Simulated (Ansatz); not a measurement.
The compound is MoF6 (Im-3m).

```
Mo F
1.0
    -3.16734   -3.16734    3.16734
    -3.16734    3.16734   -3.16734
     3.16734   -3.16734   -3.16734
Mo F
1 6
Direct
  0.00000 0.00000 0.00000
  0.71067 0.71067 0.00000
  0.28933 0.28933 0.00000
  0.00000 0.28933 0.28933
  0.00000 0.71067 0.71067
  0.71067 0.00000 0.71067
  0.28933 0.00000 0.28933
```

The cell and positions are those that the Materials Project relaxed with its own functionals (PBE, PBE+U or r2SCAN), kept fixed. The program's search for lower electronic states was switched off, so nothing shows that the state found is the lowest. PAW set soft_2, made with PBE.

A constrained-RPA run (Ansatz 0.2.0; non-magnetic LDA; Mo t2g + anion p, bands v18 to c3, 4×4×4 mesh, medium accuracy) builds 21 functions on bands 8.6 eV wide, with 36.0 electrons in the window. The bare on-site interaction is 15.9 eV and the bare J 0.68 eV.

Q: What U and J survive the screening?

On the Mo t2g shell, U = 8.97 eV (56 % of the bare value), U′ = 7.90 eV, J = 0.53 eV.

The parent state is non-magnetic and the interaction static (zero frequency); U depends on the window and the orbitals, so it belongs to this model alone. A window that holds the anion p bands defines a model with explicit ligands; its U belongs to that model and is not the U of DFT+U.

[Paths, hosts, dates, memory and timing lines, banners, echoed tables and standing remarks are left out of the program output.]

[Logs are printed without paths, hosts, clocks, repeated set-up lines and the standing remarks that a program may print on its own settings, such as how far it seeks lower states.]

[Runs of the session that timed out or met a known fault of the program may be left out.]

[Hosts, paths, dates, database ids (printed as entryN), source tags and the programs' standing remarks are cut or masked in the printed files.]
